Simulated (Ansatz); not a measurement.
## A hypothetical structure for Mg2MnCdN

This structure for Mg2MnCdN is made up. Its elements were placed in a known structure type with a cell scaled to their sizes. What cell does the guess relax to, and how far off was it?

Main program and level: Ansatz 0.2.0; DFT, PBE, plane-wave PAW, files of the set soft_1, scalar-relativistic, ferromagnetic start, cell and ions relaxed at zero pressure; PAW set soft_1, in the first sound run; inputs show where later runs differ.

## Step 1: Set-up

It takes space group P4/mmm (No. 123, tetragonal). Conventional cell: a = 4.562 Å, b = 4.562 Å, c = 4.705 Å, α = 90.00°, β = 90.00°, γ = 90.00°. Cd has 2 N at 2.35 Å nearest. Nearest to Mn lie 4 Cd at 3.23 Å and 8 Mg at 3.28 Å. Nearest to Mg lie 2 N at 2.28 Å. Nearest to N lie 4 Mg at 2.28 Å and 2 Cd at 2.35 Å. Farther neighbours and most contacts between anions are not listed.

As a file:

```cif
data_structure
_symmetry_space_group_name_H-M 'P 1'
_symmetry_Int_Tables_number 1
_cell_length_a 4.5620
_cell_length_b 4.5620
_cell_length_c 4.7050
_cell_angle_alpha 90.000
_cell_angle_beta 90.000
_cell_angle_gamma 90.000
_cell_volume 97.92
loop_
_atom_site_label
_atom_site_type_symbol
_atom_site_fract_x
_atom_site_fract_y
_atom_site_fract_z
_atom_site_occupancy
Cd1 Cd 0.50000 0.50000 0.00000 1
Mn2 Mn 0.00000 0.00000 0.00000 1
Mg3 Mg 0.00000 0.50000 0.50000 1
Mg4 Mg 0.50000 0.00000 0.50000 1
N5 N 0.50000 0.50000 0.50000 1
```

## Step 2: Relaxing cell and atoms

The guess takes its coordinates from another compound and its volume from a rule, so the cell and any free coordinates are relaxed together.

input.yaml reads:

```yaml
crystal:
  lattice:
    - [4.562, 0.0, 0.0]
    - [0.0, 4.562, 0.0]
    - [0.0, 0.0, 4.705]
  atoms:
    - { symbol: Cd, position: [0.5, 0.5, 0.0] }
    - { symbol: Mn, position: [0.0, 0.0, 0.0], spin: 4.0 }
    - { symbol: Mg, position: [0.0, 0.5, 0.5] }
    - { symbol: Mg, position: [0.5, 0.0, 0.5] }
    - { symbol: "N", position: [0.5, 0.5, 0.5] }
magnetization:
  spin_polarized: true
kpoints:
  mp_grid: { grid: [6, 6, 6] }
scf:
  occupations: { method: fermi_dirac, width: 0.05 }
hamiltonian:
  xc: pbe
  pseudopotentials: { kind: paw, azcp: { folder: soft_1 } }
relax:
  f_tol: 0.015
  max_steps: 70
  cell: {}
output:
  forces: true
  stress: true
```

The run is started by

```console
$ ansatz run input.yaml --threads 4 --pin off --max-ram 8192MiB --backend cpu --events-out ev --progress --plain --runs-dir out
```

Numbers of over 12 decimals in the logs are rounded to 6 here.

Output:

```text
Engine: ansatz 0.2.0, aarch64-unknown-linux-gnu
Pseudopotentials: kind: paw
Pseudopotential: Cd, paw, valence charge 20, recommended cutoff 420 eV (normal), soft_1/Cd.paw.azcp
Pseudopotential: Mn, paw, valence charge 15, recommended cutoff 420 eV (normal), soft_1/Mn.paw.azcp
Pseudopotential: Mg, paw, valence charge 10, recommended cutoff 420 eV (normal), soft_1/Mg.paw.azcp
Pseudopotential: N, paw, valence charge 5, recommended cutoff 420 eV (normal), soft_1/N.paw.azcp
Functional definition: PBE
  parameter kappa = 0.804
  parameter beta = 0.066725
  exchange = pbe_x(kappa = kappa, mu = beta*pi^2/3)
  correlation = pbe_c(beta = beta)
Crystal: 5 atoms, lattice volume = 97.920 Å³
Basis set: ecut = 420 eV, 1895 PW (Γ), exchange–correlation on 64×64×64 points (8 copies of the dense FFT grid, shifted against one another)
Bands: 39, of which v1, the nominal top of the filled ones, is band 30 counted from 1 (29 counted from 0)
Symmetry: 16 space group operations
Space group: P4/mmm (ITA 123), of the structure as read, at distance tolerance 4.6e-5 Å
Magnetic group: BNS 123.339 (UNI 999), of the structure as read, at distance tolerance 4.6e-5 Å
k-points: 40 of 216
Non-local potential: Cd, projectors of the file, l = 0: 3, l = 1: 2, l = 2: 2, l = 3: 1
Non-local potential: Mn, projectors of the file, l = 0: 3, l = 1: 2, l = 2: 3, l = 3: 1
Non-local potential: Mg, projectors of the file, l = 0: 3, l = 1: 2, l = 2: 1
Non-local potential: N, projectors of the file, l = 0: 2, l = 1: 2, l = 2: 1
PAW form: soft (Blöchl's): semilocal exchange-correlation on the pseudo side does not see the compensation charge
PAW one-centre angular grid: Cd, 590 points (default); XC on 64 Gauss nodes
PAW one-centre angular grid: Mn, 590 points (default); XC on 64 Gauss nodes
PAW one-centre angular grid: Mg, 110 points (default); XC on 64 Gauss nodes
PAW one-centre angular grid: N, 110 points (default); XC on 64 Gauss nodes
Initial density: superposition of atomic densities (chi_scale 0.1, normalization cell, long waves kept (reshape's long-wave potential 0.05 eV rms))
Starting moments: Σ|m| = 4 μB on 1 of 5 sites
Initial wavefunctions: pseudopotential atomic-orbital guess
Functional: x = pbe(κ = 0.804, μ = 0.219515), c = pbe(β = 0.066725)
SCF iter   1: F=—  HF=-16383.386937 eV  |F-HF|=—  |Δ(HF+E_count)|=         —  Δρ=3.32e-2 (↑3.32e-2 ↓1.94e-2)  dr2=2.78e0  dr2_m=1.05e-1  M=4.057 μB ∫|m|=4.418 μB  β_m=0.30  ethr=3.10e-3  ⟨swp⟩=6.3  Hψ=11260  notcnv=0  defer=1
Mixer restart at iter 1: flushing history
preconditioner: auto → Kerker (q_TF=auto, 2.514 Å⁻¹)  [metal: Δε(μ)=0.016 eV  Ē_g=8.192 eV  σ=0.050 eV  W_gap=0.08  n_scr=26 (ndim 8)  ℏωp=19.9 eV  f_vac=0.000  D(μ)=2.61/eV (n_scr^D=18)]
spin=Collinear: Kerker preconditioning applied to the charge; magnetization (m = ρ↑ − ρ↓) channel mixes plain (no charge-response kernel on spin).
SCF iter   2: F=—  HF=-16383.581446 eV  |F-HF|=—  |Δ(HF+E_count)|=   1.95e-1  Δρ=1.83e-2 (↑1.83e-2 ↓1.24e-2)  dr2=1.12e0  dr2_m=3.89e-2  M=4.068 μB ∫|m|=4.474 μB  β_m=0.48  ethr=3.10e-3  ⟨swp⟩=2.0  Hψ=4616  notcnv=0  defer=145
SCF iter   3: F=—  HF=-16383.629593 eV  |F-HF|=—  |Δ(HF+E_count)|=   4.81e-2  Δρ=7.98e-3 (↑7.98e-3 ↓5.84e-3)  dr2=3.15e-1  dr2_m=5.83e-3  M=4.067 μB ∫|m|=4.564 μB  β_m=0.57  ethr=1.87e-3  ⟨swp⟩=2.0  Hψ=4205  notcnv=0  defer=153
SCF iter   4: F=—  HF=-16383.566345 eV  |F-HF|=—  |Δ(HF+E_count)|=   6.32e-2  Δρ=3.24e-3 (↑3.24e-3 ↓2.92e-3)  dr2=2.61e-2  dr2_m=1.65e-4  M=4.092 μB ∫|m|=4.663 μB  β_m=0.75  ethr=5.25e-4  ⟨swp⟩=2.4  Hψ=4752  notcnv=0  defer=151
SCF iter   5: F=—  HF=-16383.589823 eV  |F-HF|=—  |Δ(HF+E_count)|=         —  Δρ=3.47e-3 (↑9.43e-4 ↓3.47e-3)  dr2=1.58e-2  dr2_m=2.07e-3  M=4.128 μB ∫|m|=4.712 μB  β_m=0.75  ethr=4.35e-5  ⟨swp⟩=2.0  Hψ=4885  notcnv=0  defer=152
Mixer restart at iter 5: flushing history
SCF iter   6: F=—  HF=-16383.594810 eV  |F-HF|=—  |Δ(HF+E_count)|=   4.99e-3  Δρ=1.75e-3 (↑1.75e-3 ↓9.49e-4)  dr2=1.43e-3  dr2_m=1.28e-3  M=4.130 μB ∫|m|=4.719 μB  β_m=0.81  ethr=2.64e-5  ⟨swp⟩=2.0  Hψ=5997  notcnv=0  defer=152
SCF iter   7: F=—  HF=-16383.593676 eV  |F-HF|=—  |Δ(HF+E_count)|=   1.13e-3  Δρ=1.10e-3 (↑7.38e-4 ↓1.10e-3)  dr2=3.82e-3  dr2_m=3.81e-5  M=4.134 μB ∫|m|=4.723 μB  β_m=0.75  ethr=2.38e-6  ⟨swp⟩=2.0  Hψ=6295  notcnv=0  defer=150
SCF iter   8: F=—  HF=-16383.593088 eV  |F-HF|=—  |Δ(HF+E_count)|=   5.88e-4  Δρ=3.97e-4 (↑2.60e-4 ↓3.97e-4)  dr2=3.20e-4  dr2_m=1.00e-5  M=4.129 μB ∫|m|=4.721 μB  β_m=0.87  ethr=2.38e-6  ⟨swp⟩=2.0  Hψ=5841  notcnv=0  defer=150
SCF iter   9: F=—  HF=-16383.593218 eV  |F-HF|=—  |Δ(HF+E_count)|=   1.30e-4  Δρ=1.84e-4 (↑1.52e-4 ↓1.84e-4)  dr2=9.61e-5  dr2_m=8.11e-7  M=4.128 μB ∫|m|=4.719 μB  β_m=0.90  ethr=5.33e-7  ⟨swp⟩=2.0  Hψ=3805  notcnv=0  defer=150
SCF iter  10: F=—  HF=-16383.593087 eV  |F-HF|=—  |Δ(HF+E_count)|=   1.31e-4  Δρ=5.96e-5 (↑5.82e-5 ↓5.96e-5)  dr2=2.16e-5  dr2_m=2.98e-8  M=4.127 μB ∫|m|=4.718 μB  β_m=0.87  ethr=1.60e-7  ⟨swp⟩=2.0  Hψ=5298  notcnv=0  defer=150
SCF iter  11: F=—  HF=-16383.593085 eV  |F-HF|=—  |Δ(HF+E_count)|=   1.60e-6  Δρ=3.84e-5 (↑2.80e-5 ↓3.84e-5)  dr2=3.14e-6  dr2_m=2.38e-7  M=4.127 μB ∫|m|=4.718 μB  β_m=0.80  ethr=3.60e-8  ⟨swp⟩=2.0  Hψ=4201  notcnv=0  defer=150
SCF iter  12: F=—  HF=-16383.593085 eV  |F-HF|=—  |Δ(HF+E_count)|=   5.05e-7  Δρ=5.88e-6 (↑4.36e-6 ↓5.88e-6)  dr2=1.29e-7  dr2_m=1.10e-8  M=4.127 μB ∫|m|=4.718 μB  β_m=0.90  ethr=5.23e-9  ⟨swp⟩=2.0  Hψ=5189  notcnv=0  defer=150
SCF iter  13: F=—  HF=-16383.593085 eV  |F-HF|=—  |Δ(HF+E_count)|=   8.65e-9  Δρ=1.29e-6 (↑1.16e-6 ↓1.29e-6)  dr2=7.85e-9  dr2_m=9.35e-11  M=4.127 μB ∫|m|=4.718 μB  β_m=0.93  ethr=2.16e-10  ⟨swp⟩=2.0  Hψ=3739  notcnv=0  defer=150
SCF iter  14: F=-16383.593085 eV  HF=-16383.593085 eV  |F-HF|=3.17e-10  |Δ(HF+E_count)|=  2.69e-10  Δρ=5.19e-7 (↑4.07e-7 ↓5.19e-7)  dr2=7.54e-10  dr2_m=6.50e-11  M=4.127 μB ∫|m|=4.718 μB  ethr=1.31e-11  ⟨swp⟩=1.1  Hψ=8797  notcnv=0
SCF 1 converged in 14 iterations: F = -16383.593085 eV  dr2 = 7.54e-10
  greatest PAW one-centre occupation: 1.000 electrons in one spin orbital (limit 2), on the Cd atom at site 0 (counted from 0), in its partial waves of l = 0
relax step   1: F+E_penalty+E_count = -16383.59308500 eV  Δ(F+E_penalty+E_count) = +0.000e0 eV  max|allowed force component| = 3.147e-28 eV/Å  Δτ_max = 0.0000 Å  P = -7.365 GPa  Ω = 97.920 Å³  (14 SCF iters, dr2 threshold 1.00e-7 eV, accepted)
Crystal: 5 atoms, lattice volume = 87.794 Å³
Basis set: ecut = 420 eV, 1695 PW (Γ), exchange–correlation on 64×64×64 points (8 copies of the dense FFT grid, shifted against one another)
[...]
SCF iter   7: F=—  HF=-16384.120346 eV  |F-HF|=—  |Δ(HF+E_count)|=   2.44e-6  Δρ=4.29e-5 (↑3.43e-5 ↓4.29e-5)  dr2=5.77e-6  dr2_m=7.91e-8  M=4.041 μB ∫|m|=4.505 μB  β_m=0.89  ethr=3.61e-8  ⟨swp⟩=2.1  Hψ=4165  notcnv=0  defer=1
SCF iter   8: F=—  HF=-16384.120345 eV  |F-HF|=—  |Δ(HF+E_count)|=   4.98e-7  Δρ=1.87e-5 (↑1.01e-5 ↓1.87e-5)  dr2=3.50e-7  dr2_m=7.72e-8  M=4.041 μB ∫|m|=4.505 μB  β_m=0.94  ethr=9.62e-9  ⟨swp⟩=2.0  Hψ=4723  notcnv=0  defer=1
SCF iter   9: F=—  HF=-16384.120345 eV  |F-HF|=—  |Δ(HF+E_count)|=   2.20e-7  Δρ=1.53e-5 (↑6.42e-6 ↓1.53e-5)  dr2=4.50e-7  dr2_m=2.13e-8  M=4.041 μB ∫|m|=4.505 μB  β_m=0.97  ethr=5.83e-10  ⟨swp⟩=2.1  Hψ=5395  notcnv=0  defer=1
SCF iter  10: F=-16384.120345 eV  HF=-16384.120345 eV  |F-HF|=8.66e-8  |Δ(HF+E_count)|=   8.12e-9  Δρ=9.74e-6 (↑3.65e-6 ↓9.74e-6)  dr2=1.27e-7  dr2_m=8.87e-9  M=4.041 μB ∫|m|=4.505 μB  ethr=5.83e-10  ⟨swp⟩=2.3  Hψ=10031  notcnv=0
SCF 3 converged in 10 iterations: F = -16384.120345 eV  dr2 = 1.27e-7
relax step   3: F+E_penalty+E_count = -16384.12034535 eV  Δ(F+E_penalty+E_count) = -9.403e-2 eV  max|allowed force component| = 9.506e-30 eV/Å  Δτ_max = 0.0000 Å  P = +3.401 GPa  Ω = 81.293 Å³  energy of the carried Pulay correction = +9.439e-3 eV  (10 SCF iters, dr2 threshold 5.00e-7 eV, accepted)
[...]
relax step   4: F+E_penalty+E_count = -16384.15646824 eV  Δ(F+E_penalty+E_count) = -3.612e-2 eV  max|allowed force component| = 1.592e-29 eV/Å  Δτ_max = 0.0000 Å  P = +0.410 GPa  Ω = 84.536 Å³  energy of the carried Pulay correction = +7.511e-3 eV  (10 SCF iters, dr2 threshold 5.00e-7 eV, accepted)
[...]
relax step   5: F+E_penalty+E_count = -16384.16347066 eV  Δ(F+E_penalty+E_count) = -7.002e-3 eV  max|allowed force component| = 7.731e-30 eV/Å  Δτ_max = 0.0000 Å  P = +0.042 GPa  Ω = 85.255 Å³  energy of the carried Pulay correction = +7.125e-3 eV  (8 SCF iters, dr2 threshold 5.00e-7 eV, accepted)
[...]
relax step   6: F+E_penalty+E_count = -16384.16427379 eV  Δ(F+E_penalty+E_count) = -8.031e-4 eV  max|allowed force component| = 8.046e-30 eV/Å  Δτ_max = 0.0000 Å  P = +0.002 GPa  Ω = 85.459 Å³  energy of the carried Pulay correction = +7.023e-3 eV  (7 SCF iters, dr2 threshold 4.18e-7 eV, accepted)
[...]
relax step   7: F+E_penalty+E_count = -16384.16127320 eV  Δ(F+E_penalty+E_count) = +3.001e-3 eV  max|allowed force component| = 1.607e-29 eV/Å  Δτ_max = 0.0000 Å  P = -0.033 GPa  Ω = 85.459 Å³  stress off target by 7.29e-2 GPa  SCF on the basis re-selected at this cell (its energy is not comparable with the rows above)  (13 SCF iters)
[...]
relax step   8: F+E_penalty+E_count = -16384.16131748 eV  Δ(F+E_penalty+E_count) = -4.428e-5 eV  max|allowed force component| = 4.110e-29 eV/Å  Δτ_max = 0.0000 Å  P = +0.001 GPa  Ω = 85.451 Å³  energy of the carried Pulay correction = +5.998e-6 eV  (7 SCF iters, dr2 threshold 1.33e-8 eV, accepted)
iter 1 solved again at ethr=2.86e-8 eV; its pass at ethr=3.10e-3 eV (dr2=1.72e-5 eV) is discarded
SCF iter   1: F=—  HF=-16384.161307 eV  |F-HF|=—  |Δ(HF+E_count)|=         —  Δρ=1.62e-6 (↑1.62e-6 ↓1.56e-6)  dr2=2.13e-9  dr2_m=1.97e-10  M=4.083 μB ∫|m|=4.572 μB  β_m=0.65  ethr=2.86e-8  ⟨swp⟩=4.2  Hψ=21035  notcnv=0
preconditioner: auto → Kerker (q_TF=auto, 2.138 Å⁻¹)  [metal: Δε(μ)=0.003 eV  Ē_g=9.391 eV  σ=0.050 eV  W_gap=0.02  n_scr=18 (ndim 8)  ℏωp=21.3 eV  f_vac=0.000  D(μ)=2.70/eV (n_scr^D=18)]
spin=Collinear: Kerker preconditioning applied to the charge; magnetization (m = ρ↑ − ρ↓) channel mixes plain (no charge-response kernel on spin).
SCF iter   2: F=—  HF=-16384.161300 eV  |F-HF|=—  |Δ(HF+E_count)|=   6.66e-6  Δρ=6.54e-7 (↑6.07e-7 ↓6.54e-7)  dr2=5.07e-10  dr2_m=1.03e-11  M=4.083 μB ∫|m|=4.572 μB  β_m=0.52  ethr=3.55e-12  ⟨swp⟩=2.9  Hψ=6386  notcnv=0
SCF iter   3: F=—  HF=-16384.161300 eV  |F-HF|=—  |Δ(HF+E_count)|=   1.15e-9  Δρ=3.77e-7 (↑3.08e-7 ↓3.77e-7)  dr2=2.10e-10  dr2_m=7.49e-12  M=4.083 μB ∫|m|=4.572 μB  β_m=0.76  ethr=1.00e-12  ⟨swp⟩=2.0  Hψ=4195  notcnv=0
SCF iter   4: F=—  HF=-16384.161300 eV  |F-HF|=—  |Δ(HF+E_count)|=  3.75e-10  Δρ=1.27e-7 (↑8.40e-8 ↓1.27e-7)  dr2=4.71e-11  dr2_m=1.11e-12  M=4.083 μB ∫|m|=4.572 μB  β_m=0.88  ethr=1.00e-12  ⟨swp⟩=2.0  Hψ=4201  notcnv=0
SCF iter   5: F=-16384.161300 eV  HF=-16384.161300 eV  |F-HF|=1.09e-11  |Δ(HF+E_count)|=  2.18e-11  Δρ=1.10e-7 (↑1.10e-7 ↓5.75e-8)  dr2=5.26e-12  dr2_m=4.25e-12  M=4.083 μB ∫|m|=4.572 μB  ethr=1.00e-12  ⟨swp⟩=2.9  Hψ=9372  notcnv=0
SCF 9 converged in 5 iterations: F = -16384.161300 eV  dr2 = 5.26e-12
relax step   9: F+E_penalty+E_count = -16384.16130006 eV  Δ(F+E_penalty+E_count) = +1.742e-5 eV  max|allowed force component| = 1.149e-28 eV/Å  Δτ_max = 0.0000 Å  P = +0.001 GPa  Ω = 85.451 Å³  stress off target by 6.79e-3 GPa  SCF on the basis re-selected at this cell (its energy is not comparable with the rows above)  (5 SCF iters)
basis re-selected at this cell: Δ(F+E_penalty+E_count) = +1.742e-5 eV, ΔP = +0.000 GPa vs the last step (what re-selecting the basis moved, of the pressure what is left beyond the Pulay correction that the steps carried, after the strain that the cell walked since its last selection, with what the two solves' SCF thresholds leave and, on support functions, any second-order correction that the steps lacked; it is no m [...]
SCF converged after 5 iterations
Magnetization: 4.0830 μB (32.0415 up, 27.9585 down)
Absolute magnetization: 4.5724 μB (∫|ρ↑−ρ↓|, with the PAW one-centre terms)
Spin contamination: 0.2667 ħ² per cell (⟨S²⟩ above its minimum at these occupations)
Per-site moments (μB) at R_I (Å): [(-0.00713404, 1.015627), (4.032324, 1.215060), (-0.00850444, 0.859177), (-0.00850444, 0.859177), (0.074501, 0.859177)]
Free energy (F): -16384.161300 eV
Harris-Foulkes:  -16384.161300 eV  (|F-HF|=1.09e-11)
Internal energy: -16384.139732 eV  (E = F + TS)
E sigma→0 (E₀):  -16384.150516 eV
Entropy (-TS):   -0.021568 eV (-4.314 meV/atom)
Fermi energy:    9.820261 eV
--- Per-component energies (eV) ---
  E_band       = -1411.320936
  E_kinetic    = 1019.876559
  E_local      = -9208.112524  (includes V_loc(G=0)·N_el)
  E_nonlocal   = 1009.085720
  E_hartree    = 3629.454142
  E_xc         = -376.200396
  E_vxc        = -476.657672  (∫ρ·V_xc dr)
  E_paw        = -6157.129954  (= ΣΔE_a)
  E_vpaw       = -1014.422262  (= ΣTr[D̂ρ^β])
  E_aug_tail   = 0.000996  (compensation charges beyond the density's cutoff)
  E_ewald      = -6301.114274
  E_smearing   = -0.021568  (= −TS)
  E_closure    = -0.000000  (closes the sum)
  Σ components = -16384.161300   (vs F -16384.161300, Δ=0.00e0)
--- Forces (eV/Å), atoms counted from 1 ---
  atom   1  Cd    -0.00000000    -0.00000000     0.00000000
  atom   2  Mn     0.00000000     0.00000000     0.00000000
  atom   3  Mg    -0.00000000     0.00000000     0.00000000
  atom   4  Mg    -0.00000000     0.00000000     0.00000000
  atom   5  N     -0.00000000     0.00000000     0.00000000
  max |Σ_I F_I| component: 1.83e-28 eV/Å
--- Stress (GPa, compression-positive) ---
       -0.001951      -0.000000      -0.000000
       -0.000000      -0.001951      -0.000000
       -0.000000      -0.000000       0.006794
  P = ⅓ Tr σ = 0.0010 GPa (0.010 kbar)
--- Relaxed structure (7 steps of the walk, 7 accepted, 2 SCFs on fresh bases) ---
  F+E_penalty+E_count = -16384.16130006 eV   max|allowed force component| = 1.149e-28 eV/Å   (the final SCF, on the basis selected at the relaxed cell)
  cell:  # Å, volume = 85.4511 Å³
    - [4.165706, 0, 0]
    - [0, 4.165706, 0]
    - [0, 0, 4.924254]
  atoms:
    - { symbol: Cd, position: [0.500000, 0.500000, 0] }
    - { symbol: Mn, position: [0, 0, 0] }
    - { symbol: Mg, position: [0, 0.500000, 0.5] }
    - { symbol: Mg, position: [0.500000, 0, 0.5] }
    - { symbol: N, position: [0.500000, 0.500000, 0.5] }
```

It took 33 s on 4 threads of Arm Neoverse V2, shared host; peak memory 0.58 GiB.

Step by step:

| step | energy less that of the first step (eV) | largest force component (eV/Å) | pressure (GPa) | volume (Å³) |
| --- | --- | --- | --- | --- |
| 1 | 0.0000 | 0.0000 | -7.37 | 97.92 |
| 2 | -0.4332 | 0.0000 | -2.46 | 87.79 |
| 3 | -0.5273 | 0.0000 | 3.40 | 81.29 |
| 4 | -0.5634 | 0.0000 | 0.41 | 84.54 |
| 5 | -0.5704 | 0.0000 | 0.04 | 85.26 |
| 6 | -0.5712 | 0.0000 | 0.00 | 85.46 |
| 7* | -0.5682 | 0.0000 | -0.03 | 85.46 |
| 8 | -0.5682 | 0.0000 | 0.00 | 85.45 |
| 9* | -0.5682 | 0.0000 | 0.00 | 85.45 |

Relaxation steps marked * repeat the geometry before them on a plane-wave basis chosen anew for their cell, so energy and pressure can jump there.

The run keeps the 16 symmetry operations that it works with, so distortions that break them were not tested.

| conventional cell, symmetrised | before | after | change |
| --- | --- | --- | --- |
| a (Å) | 4.562 | 4.166 | -8.7 % |
| b (Å) | 4.562 | 4.166 | -8.7 % |
| c (Å) | 4.705 | 4.924 | +4.7 % |
| volume (Å³/atom) | 19.58 | 17.09 | -12.7 % |

This step gave:

| Property | Result |
| --- | --- |
| free energy | -16384.1613 eV |
| energy at zero smearing | -16384.1505 eV |
| smearing term TS | 0.02157 eV |
| Fermi energy | 9.820 eV |
| magnetization | 4.083 μB |
| absolute magnetization | 4.572 μB |
| site moments | -0.007134, 4.032, -0.008504, -0.008504, 0.07450 μB |
| electrons | 60 |
| symmetry operations | 16 |
| pressure | 9.64e-4 GPa |

Site moment by atom:

| atom | site moment (μB) |
| --- | --- |
| Cd1 | -0.01 |
| Mn2 | 4.03 |
| Mg3 | -0.01 |
| Mg4 | -0.01 |
| N5 | 0.07 |

The shortest distance of each pair, which need not be the same contact before and after:

| pair | guess (Å) | relaxed (Å) |
| --- | --- | --- |
| Mg–N | 2.281 | 2.083 |
| Cd–N | 2.353 | 2.462 |
| Cd–Mn | 3.226 | 2.946 |
| Mg–Mg | 3.226 | 2.946 |
| Cd–Mg | 3.277 | 3.225 |

The relaxation ends with a pressure of 0.00 GPa.

(Continued in part 2 of 2.)

[Logs are printed without paths, hosts, clocks, repeated set-up lines and the standing remarks that a program may print on its own settings, such as how far it seeks lower states.]

[Hosts, paths, dates, database ids (printed as entryN), source tags and the programs' standing remarks are cut or masked in the printed files.]
